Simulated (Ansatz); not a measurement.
# BaTiO3 (Pm-3m): given cell or relaxed cell?

Aim: gaps of BaTiO3 (Pm-3m) at the database cell and after a full relaxation.

Calculated with Ansatz 0.2.0; LDA, HSE06 and G0W0, plane waves, PAW.

**What was measured.**

- Gap 3.28 eV: optical gap from first-derivative diffuse reflectance spectrum; UV-vis diffuse reflectance; powder (commercial cubic reference powder, crystallite size 31.8 nm) (“Influence of Rapid Heat Treatment on the Photocatalytic Activity and Stability of Barium Titanates Against a Broad Range of Pollutants”, 2024, pmc:11596716).

- Gap 3.2 eV: optical gap from first-derivative diffuse reflectance spectrum; UV-vis diffuse reflectance; powder (“Influence of Rapid Heat Treatment on the Photocatalytic Activity and Stability of Barium Titanates Against a Broad Range of Pollutants”, 2024, pmc:11596716).

**1. The structure**

The structure is cubic, space group Pm-3m (No. 221). Conventional cell: a = 4.006 Å, b = 4.006 Å, c = 4.006 Å, α = 90.00°, β = 90.00°, γ = 90.00°. Nearest to Ba lie 12 O at 2.83 Å. Ti has 6 O at 2.00 Å nearest. Nearest to O lie 2 Ti at 2.00 Å and 4 Ba at 2.83 Å. Farther neighbours, and contacts between anions beyond the nearest, are not listed.

As a file:

```cif
data_structure
_symmetry_space_group_name_H-M 'Pm-3m'
_symmetry_Int_Tables_number 221
_cell_length_a 4.0060
_cell_length_b 4.0060
_cell_length_c 4.0060
_cell_angle_alpha 90.000
_cell_angle_beta 90.000
_cell_angle_gamma 90.000
_cell_volume 64.29
loop_
_atom_site_label
_atom_site_type_symbol
_atom_site_symmetry_multiplicity
_atom_site_Wyckoff_symbol
_atom_site_fract_x
_atom_site_fract_y
_atom_site_fract_z
_atom_site_occupancy
Ba1 Ba 1 b 0.50000 0.50000 0.50000 1
Ti1 Ti 1 a 0.00000 0.00000 0.00000 1
O1 O 3 d 0.50000 0.00000 0.00000 1
```

The cell and positions come from the Crystallography Open Database and are kept as given unless a step says otherwise. The default PAW set here is soft_2. Its files were made with PBE.

**2. LDA bands at the given cell**

Levels along a band path, at the cheap level, show where the edges lie and whether the meshes to come will hold them.

This step: DFT, LDA, plane waves, PAW.

The input, input.yaml:

```yaml
crystal:
  lattice:
    - [4.006, 0.0, 0.0]
    - [0.0, 4.006, 0.0]
    - [0.0, 0.0, 4.006]
  atoms:
    - { symbol: Ba, position: [0.5, 0.5, 0.5] }
    - { symbol: Ti, position: [0.0, 0.0, 0.0] }
    - { symbol: O, position: [0.5, 0.0, 0.0] }
    - { symbol: O, position: [0.0, 0.5, 0.0] }
    - { symbol: O, position: [0.0, 0.0, 0.5] }
kpoints:
  mp_grid: { grid: [6, 6, 6] }
  band_path:
    path:
      - [[0.0, 0.0, 0.0], [0.0, 0.5, 0.0], [0.5, 0.5, 0.0], [0.0, 0.0, 0.0], [0.5, 0.5, 0.5], [0.0, 0.5, 0.0]]
      - [[0.5, 0.5, 0.5], [0.5, 0.5, 0.0]]
    npoints: 10
hamiltonian:
  xc: lda
scf:
  occupations: { method: fermi_dirac, width: 0.02 }
  n_extra_bands: 5
output:
  eigenvalues: true
  forces: true
  stress: true
  write_density: true
  write_potential: true
  elf: true
  volumetric_format: npy
```

The run is started by

```
ansatz run input.yaml --threads 3 --pin off --max-ram 92160MiB --backend cuda --events-out ev --progress --plain --runs-dir out --devices 1 --max-vram 13GiB
```

Standard output:

```text
scf.n_extra_bands = 5 over 20 filled bands (N_el = 40.0): the run solves 25 bands
GPUs: using 1 of 1 available (devices: 1).
Engine: ansatz 0.2.0, x86_64-unknown-linux-gnu
Pseudopotentials: kind: paw
Pseudopotential: Ba, paw, valence charge 10, recommended cutoff 420 eV (normal), Ba.paw.azcp
Pseudopotential: Ti, paw, valence charge 12, recommended cutoff 420 eV (normal), Ti.paw.azcp
Pseudopotential: O, paw, valence charge 6, recommended cutoff 420 eV (normal), O.paw.azcp
Functional definition: SPW92
  exchange = slater_x
  correlation = pw_c
device memory: the entry about to start is reckoned to put 0.9 GiB on a device that reports 48.4 GiB free (of which the cap on the GPU budget leaves the run 13.0 GiB)
GPU FFT provider: cuFFT
GPU libraries: cuBLAS 13.8.2, cuFFT 12.4.0, cuSOLVER 12.3.4
Crystal: 5 atoms, lattice volume = 64.288 Å³
Basis set: ecut = 420 eV, 1237 PW (Γ)
Bands: 25, of which v1, the nominal top of the filled ones, is band 20 counted from 1 (19 counted from 0)
Symmetry: 48 space group operations
Space group: Pm-3m (ITA 221), of the structure as read, at distance tolerance 4.0e-5 Å
k-points: 20 of 216
Non-local potential: Ba, projectors of the file, l = 0: 3, l = 1: 2, l = 2: 2, l = 3: 2
Non-local potential: Ti, projectors of the file, l = 0: 3, l = 1: 2, l = 2: 3, l = 3: 1
Non-local potential: O, projectors of the file, l = 0: 2, l = 1: 2, l = 2: 1
PAW form: soft (Blöchl's): semilocal exchange-correlation on the pseudo side does not see the compensation charge
PAW frozen core: Ba, regenerated for the run's functional, and the local potential with it (the file was generated under x = pbe(κ = 0.804, μ = 0.219515), c = pbe(β = 0.066725))
PAW frozen core: Ti, regenerated for the run's functional, and the local potential with it (the file was generated under x = pbe(κ = 0.804, μ = 0.219515), c = pbe(β = 0.066725))
PAW frozen core: O, regenerated for the run's functional, and the local potential with it (the file was generated under x = pbe(κ = 0.804, μ = 0.219515), c = pbe(β = 0.066725))
PAW one-centre angular grid: Ba, 194 points (default); XC on 64 Gauss nodes
PAW one-centre angular grid: Ti, 590 points (default); XC on 64 Gauss nodes
PAW one-centre angular grid: O, 110 points (default); XC on 64 Gauss nodes
Initial density: superposition of atomic densities (neutral atoms: chi_scale 0, normalization atom), corrected by the library's trained network
Initial wavefunctions: pseudopotential atomic-orbital guess
GPU buffer pool allocated for 19683 grid points (all kernels)
GPU transforms: local potential and band sums: pruned to the plane-wave sphere, on 27×27×27
Functional: x = slater, c = lda
SCF iter   1: F=—  HF=-9904.437767 eV  |F-HF|=—  |Δ(HF+E_count)|=         —  Δρ=1.92e-2  dr2=2.32e-1  ethr=1.77e-3  ⟨swp⟩=6.5  Hψ=2521  notcnv=0
preconditioner: auto → Resta (q_TF=auto, 2.521 Å⁻¹)  ε∞=6.1  [insulator: Δε(μ)=1.464 eV  Ē_g=11.648 eV  σ=0.020 eV  W_gap=1.00  n_scr=18 (ndim 8)  ℏωp=26.2 eV  f_vac=0.000  D(μ)=0.00/eV (n_scr^D=0)  ε∞_Penn≈6.1]
SCF iter   2: F=—  HF=-9904.396558 eV  |F-HF|=—  |Δ(HF+E_count)|=   4.12e-2  Δρ=6.03e-3  dr2=2.93e-2  ethr=5.81e-4  ⟨swp⟩=2.6  Hψ=944  notcnv=0  defer=19
SCF iter   3: F=—  HF=-9904.392334 eV  |F-HF|=—  |Δ(HF+E_count)|=   4.22e-3  Δρ=2.15e-3  dr2=3.91e-3  ethr=7.32e-5  ⟨swp⟩=2.0  Hψ=697  notcnv=0  defer=20
SCF iter   4: F=—  HF=-9904.391631 eV  |F-HF|=—  |Δ(HF+E_count)|=   7.03e-4  Δρ=1.81e-4  dr2=3.05e-5  ethr=9.78e-6  ⟨swp⟩=2.0  Hψ=845  notcnv=0  defer=20
SCF iter   5: F=—  HF=-9904.391602 eV  |F-HF|=—  |Δ(HF+E_count)|=   2.87e-5  Δρ=2.88e-5  dr2=5.99e-7  ethr=7.63e-8  ⟨swp⟩=2.4  Hψ=842  notcnv=0  defer=20
SCF iter   6: F=-9904.391602 eV  HF=-9904.391602 eV  |F-HF|=6.48e-9  |Δ(HF+E_count)|=   1.70e-7  Δρ=5.82e-6  dr2=1.94e-8  ethr=2.50e-10  ⟨swp⟩=13.1  Hψ=4508  notcnv=0
SCF 1 converged in 6 iterations: F = -9904.391602 eV  dr2 = 1.94e-8
[...]
device memory: the entry about to start is reckoned to put 1.5 GiB on a device that reports 51.2 GiB free (of which the cap on the GPU budget leaves the run 13.0 GiB)
NSCF: frozen V_eff on 62 k-points, pencils in batches of 32, up to order 112
SCF converged after 6 iterations
Free energy (F): -9904.391602 eV
Harris-Foulkes:  -9904.391602 eV  (|F-HF|=6.48e-9)
Internal energy: -9904.391602 eV  (E = F + TS)
E sigma→0 (E₀):  -9904.391602 eV
Fermi energy:    10.749567 eV
--- Per-component energies (eV) ---
  E_band       = -151.744619
  E_kinetic    = 963.994969
  E_local      = -2100.746041  (includes V_loc(G=0)·N_el)
  E_nonlocal   = 215.831825
  E_hartree    = 813.098219
  E_xc         = -484.655611
  E_vxc        = -541.855639  (∫ρ·V_xc dr)
  E_paw        = -6494.415409  (= ΣΔE_a)
  E_vpaw       = -315.173323  (= ΣTr[D̂ρ^β])
  E_aug_tail   = 0.007421  (compensation charges beyond the density's cutoff)
  E_ewald      = -2818.406203
  E_core_change = 0.899230  (= ΣΔE_core)
  E_smearing   = -0.000000  (= −TS)
  E_closure    = -0.000000  (closes the sum)
  Σ components = -9904.391602   (vs F -9904.391602, Δ=0.00e0)
--- Forces (eV/Å), atoms counted from 1 ---
  atom   1  Ba     0.00000000     0.00000000     0.00000000
  atom   2  Ti    -0.00000000     0.00000000     0.00000000
  atom   3  O     -0.00000000    -0.00000000     0.00000000
  atom   4  O      0.00000000     0.00000000     0.00000000
  atom   5  O      0.00000000     0.00000000     0.00000000
  max |Σ_I F_I| component: 6.46e-27 eV/Å
--- Stress (GPa, compression-positive) ---
       -9.361878       0.000000       0.000000
        0.000000      -9.361878       0.000000
        0.000000       0.000000      -9.361878
  P = ⅓ Tr σ = -9.3619 GPa (-93.619 kbar)
--- Band table (eV; the first three rows and the last of 20) ---
  k-point 0: bands = [... 16 lower, 8.7613, 9.7796, 9.7796, 9.7796, 11.6035, 11.6035, 11.6035, 13.8726, ... 1 higher]
  k-point 1: bands = [... 16 lower, 8.5381, 9.1479, 9.5913, 9.5913, 11.6353, 12.1331, 12.1331, 13.8745, ... 1 higher]
  k-point 2: bands = [... 16 lower, 8.1531, 8.2859, 9.3197, 9.3197, 11.7010, 12.9871, 12.9871, 13.8772, ... 1 higher]
  k-point 19: bands = [... 16 lower, 7.5353, 9.8842, 9.8842, 9.8842, 14.0573, 14.0573, 14.0573, 16.6549, ... 1 higher]
```

The job ended after 5.8 s (1 × NVIDIA H100 80GB HBM3 (shared by 6 runs) with 3 threads of AMD EPYC 7R13 (Zen 3), shared host; peak memory 0.92 GiB; 4.3 s of CPU time).

Numbers from this step:

| Quantity | Value |
| --- | --- |
| pressure | -9.362 GPa |
| filled bands | 20 |
| gap | 1.719 eV |
| valence top at | R |
| conduction bottom at | Γ |
| least direct gap | 1.824 eV |

The gap is indirect, with the least direct gap 0.10 eV higher. The pressure of -9 GPa says that this functional would shrink the cell; it is kept.

**3. Relaxing cell and ions**

Gaps follow bond lengths, so the structure is brought to rest first.

input.yaml, the sections that differ from step 2:

```yaml
kpoints:
  mp_grid: { grid: [6, 6, 6] }
scf:
  occupations: { method: fermi_dirac, width: 0.02 }
relax:
  f_tol: 0.01
  max_steps: 60
  cell: {}
# crystal, hamiltonian: as in step 2
# output: removed
```

Standard output:

```text
GPUs: using 1 of 1 available (devices: 1).
[...]
GPU FFT provider: cuFFT
GPU libraries: cuBLAS 13.8.2, cuFFT 12.4.0, cuSOLVER 12.3.4
Crystal: 5 atoms, lattice volume = 64.288 Å³
Basis set: ecut = 420 eV, 1237 PW (Γ)
Bands: 25, of which v1, the nominal top of the filled ones, is band 20 counted from 1 (19 counted from 0)
Symmetry: 48 space group operations
[...]
k-points: 20 of 216
[...]
GPU buffer pool allocated for 19683 grid points (all kernels)
[...]
SCF iter   1: F=—  HF=-9904.437767 eV  |F-HF|=—  |Δ(HF+E_count)|=         —  Δρ=1.92e-2  dr2=2.32e-1  ethr=1.77e-3  ⟨swp⟩=6.5  Hψ=2521  notcnv=0
[...]
SCF iter   6: F=-9904.391602 eV  HF=-9904.391602 eV  |F-HF|=6.47e-9  |Δ(HF+E_count)|=   1.70e-7  Δρ=5.82e-6  dr2=1.94e-8  ethr=2.50e-10  ⟨swp⟩=5.0  Hψ=1933  notcnv=0
SCF 1 converged in 6 iterations: F = -9904.391602 eV  dr2 = 1.94e-8
[...]
relax step   1: F+E_penalty+E_count = -9904.39160178 eV  Δ(F+E_penalty+E_count) = +0.000e0 eV  max|allowed force component| = 9.357e-25 eV/Å  Δτ_max = 0.0000 Å  P = -9.362 GPa  Ω = 64.288 Å³  (6 SCF iters, dr2 threshold 1.00e-7 eV, accepted)
[...]
relax step   2: F+E_penalty+E_count = -9904.50748365 eV  Δ(F+E_penalty+E_count) = -1.159e-1 eV  max|allowed force component| = 3.877e-25 eV/Å  Δτ_max = 0.0000 Å  P = +1.328 GPa  Ω = 60.615 Å³  energy of the carried Pulay correction = +1.749e-2 eV  (6 SCF iters, dr2 threshold 5.00e-7 eV, accepted)
[...]
relax step   4: F+E_penalty+E_count = -9904.50717595 eV  Δ(F+E_penalty+E_count) = -1.770e-4 eV  max|allowed force component| = 5.143e-27 eV/Å  Δτ_max = 0.0000 Å  P = -0.001 GPa  Ω = 61.014 Å³  energy of the carried Pulay correction = +1.554e-2 eV  (6 SCF iters, dr2 threshold 3.13e-8 eV, accepted)
[...]
relax step   6: F+E_penalty+E_count = -9904.49581716 eV  Δ(F+E_penalty+E_count) = -6.180e-4 eV  max|allowed force component| = 3.059e-26 eV/Å  Δτ_max = 0.0000 Å  P = +0.000 GPa  Ω = 60.910 Å³  energy of the carried Pulay correction = +5.068e-4 eV  (6 SCF iters, dr2 threshold 2.91e-7 eV, accepted)
[...]
relax step   7: F+E_penalty+E_count = -9904.49525781 eV  Δ(F+E_penalty+E_count) = +5.593e-4 eV  max|allowed force component| = 8.877e-29 eV/Å  Δτ_max = 0.0000 Å  P = -0.007 GPa  Ω = 60.910 Å³  stress off target by 7.23e-3 GPa  SCF on the basis re-selected at this cell (its energy is not comparable with the rows above)  (8 SCF iters)
[...]
SCF converged after 8 iterations
Free energy (F): -9904.495258 eV
[...]
Internal energy: -9904.495258 eV  (E = F + TS)
E sigma→0 (E₀):  -9904.495258 eV
Fermi energy:    11.586856 eV
[...]
--- Stress (GPa, compression-positive) ---
       -0.007233       0.000000      -0.000000
        0.000000      -0.007233       0.000000
       -0.000000       0.000000      -0.007233
  P = ⅓ Tr σ = -0.0072 GPa (-0.072 kbar)
--- Band table (eV; the first three rows and the last of 20) ---
  k-point 0: bands = [... 16 lower, 9.4502, 10.6253, 10.6253, 10.6253, 12.4939, 12.4939, 12.4939, 15.0374, ... 1 higher]
  k-point 1: bands = [... 16 lower, 9.2071, 9.9605, 10.4223, 10.4223, 12.5300, 13.0712, 13.0712, 15.0447, ... 1 higher]
  k-point 2: bands = [... 16 lower, 8.8523, 9.0441, 10.1241, 10.1241, 12.6046, 14.0074, 14.0074, 15.0509, ... 1 higher]
  k-point 19: bands = [... 16 lower, 8.3671, 10.6667, 10.6667, 10.6667, 15.1882, 15.1882, 15.1882, 17.7041, ... 1 higher]
--- Relaxed structure (5 steps of the walk, 5 accepted, 2 SCFs on fresh bases) ---
  F+E_penalty+E_count = -9904.49525781 eV   max|allowed force component| = 8.877e-29 eV/Å   (the final SCF, on the basis selected at the relaxed cell)
  cell:  # Å, volume = 60.9101 Å³
    - [3.934562, 0, 0]
    - [0, 3.934562, 0.0]
    - [0, 0.0, 3.934562]
  atoms:
    - { symbol: Ba, position: [0.500000, 0.500000, 0.500000] }
    - { symbol: Ti, position: [0, 0, 0] }
    - { symbol: O, position: [0.500000, 0, 0] }
    - { symbol: O, position: [0, 0.500000, 0] }
    - { symbol: O, position: [0, 0, 0.500000] }
```

It took 11 s on 1 × NVIDIA H100 80GB HBM3 (shared by 6 runs) with 3 threads; peak memory 0.95 GiB; 12 s of CPU time.

Relaxation path:

| step | energy less that of the first step (eV) | largest force component (eV/Å) | pressure (GPa) | volume (Å³) |
| --- | --- | --- | --- | --- |
| 1 | 0.0000 | 0.0000 | -9.36 | 64.29 |
| 2 | -0.1159 | 0.0000 | 1.33 | 60.62 |
| 3 | -0.1154 | 0.0000 | -0.11 | 61.05 |
| 4 | -0.1156 | 0.0000 | 0.00 | 61.01 |
| 5* | -0.1036 | 0.0000 | -0.34 | 61.01 |
| 6 | -0.1042 | 0.0000 | 0.00 | 60.91 |
| 7* | -0.1037 | 0.0000 | -0.01 | 60.91 |

Relaxation steps marked * repeat the geometry before them on a plane-wave basis chosen anew for their cell, so energy and pressure can jump there.

The run keeps the 48 symmetry operations that the program found, so distortions that break them were not tested.

| conventional cell, symmetrised | before | after | change |
| --- | --- | --- | --- |
| a (Å) | 4.006 | 3.935 | -1.8 % |
| b (Å) | 4.006 | 3.935 | -1.8 % |
| c (Å) | 4.006 | 3.935 | -1.8 % |
| volume (Å³/atom) | 12.86 | 12.18 | -5.3 % |

The relaxed structure:

```cif
data_structure
_symmetry_space_group_name_H-M 'P 1'
_symmetry_Int_Tables_number 1
_cell_length_a 3.9346
_cell_length_b 3.9346
_cell_length_c 3.9346
_cell_angle_alpha 90.000
_cell_angle_beta 90.000
_cell_angle_gamma 90.000
_cell_volume 60.91
loop_
_atom_site_label
_atom_site_type_symbol
_atom_site_fract_x
_atom_site_fract_y
_atom_site_fract_z
_atom_site_occupancy
Ba1 Ba 0.50000 0.50000 0.50000 1
Ti2 Ti 0.00000 0.00000 0.00000 1
O3 O 0.50000 0.00000 0.00000 1
O4 O 0.00000 0.50000 0.00000 1
O5 O 0.00000 0.00000 0.50000 1
```

**4. LDA at the relaxed cell**

The input, input.yaml:

```yaml
crystal:
  lattice:
    - [3.9345624912, 0.0, 0.0]
    - [0.0, 3.9345624912, 0.0]
    - [0.0, 0.0, 3.9345624912]
  atoms:
    - { symbol: Ba, position: [0.5, 0.5, 0.5] }
    - { symbol: Ti, position: [0.0, 0.0, 0.0] }
    - { symbol: O, position: [0.5, 0.0, 0.0] }
    - { symbol: O, position: [0.0, 0.5, 0.0] }
    - { symbol: O, position: [0.0, 0.0, 0.5] }
kpoints:
  mp_grid: { grid: [6, 6, 6] }
  band_path:
    path:
      - [[0.0, 0.0, 0.0], [0.0, 0.5, 0.0], [0.5, 0.5, 0.0], [0.0, 0.0, 0.0], [0.5, 0.5, 0.5], [0.0, 0.5, 0.0]]
      - [[0.5, 0.5, 0.5], [0.5, 0.5, 0.0]]
    npoints: 10
hamiltonian:
  xc: lda
scf:
  occupations: { method: fermi_dirac, width: 0.02 }
  n_extra_bands: 5
output:
  eigenvalues: true
  forces: true
  stress: true
  write_density: true
  write_potential: true
  elf: true
  volumetric_format: npy
```

Standard output:

```text
[...]
GPUs: using 1 of 1 available (devices: 1).
[...]
GPU FFT provider: cuFFT
GPU libraries: cuBLAS 13.8.2, cuFFT 12.4.0, cuSOLVER 12.3.4
Crystal: 5 atoms, lattice volume = 60.910 Å³
Basis set: ecut = 420 eV, 1213 PW (Γ)
Bands: 25, of which v1, the nominal top of the filled ones, is band 20 counted from 1 (19 counted from 0)
Symmetry: 48 space group operations
[...]
k-point 0: bands = [... 16 lower, 9.4501, 10.6253, 10.6253, 10.6253, 12.4938, 12.4938, 12.4938, 15.0374, ... 1 higher]
  k-point 1: bands = [... 16 lower, 9.2071, 9.9604, 10.4222, 10.4222, 12.5300, 13.0712, 13.0712, 15.0447, ... 1 higher]
  k-point 2: bands = [... 16 lower, 8.8523, 9.0441, 10.1240, 10.1240, 12.6045, 14.0074, 14.0074, 15.0509, ... 1 higher]
  k-point 19: bands = [... 16 lower, 8.3671, 10.6667, 10.6667, 10.6667, 15.1882, 15.1882, 15.1882, 17.7041, ... 1 higher]
[key lines of the parts left out:]
SCF converged after 6 iterations
Free energy (F): -9904.495258 eV
Fermi energy:    11.586830 eV
P = ⅓ Tr σ = -0.0073 GPa (-0.073 kbar)
```

Run time: 13 s. Hardware: 1 × NVIDIA H100 80GB HBM3 (shared by 6 runs) with 3 threads; peak memory 0.93 GiB; 8.6 s of CPU time.

This step gave:

```
pressure             : -0.007319 GPa
gap                  : 1.827 eV
valence top at       : R
conduction bottom at : Γ
least direct gap     : 1.869 eV
```

The gap is indirect, with the least direct gap 0.04 eV higher.

**5. HSE06 at the relaxed cell**

HSE06 mixes in a quarter of exact exchange at short range. Exchange couples all pairs of k points, which makes a full band path dear, so levels are read on the mesh and at chosen points.

This step: DFT, HSE06, plane waves, PAW.

The input, input.yaml:

```yaml
crystal:
  lattice:
    - [3.9345624912, 0.0, 0.0]
    - [0.0, 3.9345624912, 0.0]
    - [0.0, 0.0, 3.9345624912]
  atoms:
    - { symbol: Ba, position: [0.5, 0.5, 0.5] }
    - { symbol: Ti, position: [0.0, 0.0, 0.0] }
    - { symbol: O, position: [0.5, 0.0, 0.0] }
    - { symbol: O, position: [0.0, 0.5, 0.0] }
    - { symbol: O, position: [0.0, 0.0, 0.5] }
kpoints:
  mp_grid: { grid: [4, 4, 4] }
  band_path:
    path: [[0.0, 0.0, 0.0], [0.0, 0.5, 0.0], [0.5, 0.5, 0.0], [0.5, 0.5, 0.5]]
    npoints: 1
hamiltonian:
  xc: hse06
scf:
  occupations: { method: fixed }
  n_extra_bands: 5
output:
  eigenvalues: true
  write_density: true
  write_potential: true
  elf: true
  volumetric_format: npy
```

Standard output:

```text
[...]
GPUs: using 1 of 1 available (devices: 1).
[...]
davidson cushion auto → on  (no smearing: the cushion is to keep the highest requested band from converging to the state above it; pin scf.eigensolver.cushion to override)
[...]
GPU FFT provider: cuFFT
GPU libraries: cuBLAS 13.8.2, cuFFT 12.4.0, cuSOLVER 12.3.4
Crystal: 5 atoms, lattice volume = 60.910 Å³
Basis set: ecut = 420 eV, 1213 PW (Γ)
[...]
Fermi energy:    10.015331 eV
[...]
--- Band table (eV; the first three rows and the last of 10) ---
  k-point 0: bands = [... 16 lower, 8.7300, 9.9849, 9.9849, 9.9849, 13.3460, 13.3460, 13.3460, 15.7405, ... 1 higher]
  k-point 1: bands = [... 16 lower, 8.2894, 8.7471, 9.5976, 9.5976, 13.4273, 14.4532, 14.4532, 15.7502, ... 1 higher]
  k-point 2: bands = [... 16 lower, 8.0541, 8.0541, 9.2887, 9.2887, 13.5128, 15.4280, 15.4280, 15.7556, ... 1 higher]
  k-point 9: bands = [... 16 lower, 7.6062, 10.0153, 10.0153, 10.0153, 16.3034, 16.3034, 16.3034, 18.7046, ... 1 higher]
[key lines of the parts left out:]
Free energy (F): -10163.400876 eV
```

The job ended after 23 s (1 × NVIDIA H100 80GB HBM3 (shared by 6 runs) with 3 threads; peak memory 1.1 GiB).

This step gave:

| Quantity | Value |
| --- | --- |
| gap | 3.331 eV |
| valence top at | R |
| conduction bottom at | Γ |
| least direct gap | 3.361 eV |

The gap stands +1.50 eV against LDA.

[end of part 1 of 2]

[Long decimals in the printed logs are rounded to 6 places.]

[Logs are printed without paths, hosts, clocks, repeated set-up lines and the standing remarks that a program may print on its own settings, such as how far it seeks lower states.]

[Paths, hosts, dates, memory and timing lines, banners, echoed tables and standing remarks are left out of the program output; an Ansatz launch command may be rebuilt from the run's recorded settings. Measured values are a selection of at most five: reports struck by readers or far from the other reports are left out. None is set beside runs whose start may be inverted or whose files or cutoffs have a known fault.]

[Runs of the session that timed out or met a known fault of the program may be left out.]

[Cells called generated may have been cut or substituted from an entry of the Crystallography Open Database or the Materials Project.]

[Hosts, paths, dates, database ids (printed as entryN), source tags and the programs' standing remarks are cut or masked in the printed files.]

[Where the starting crystal was built by hand or by swapping elements, it need not be the compound's stable phase.]
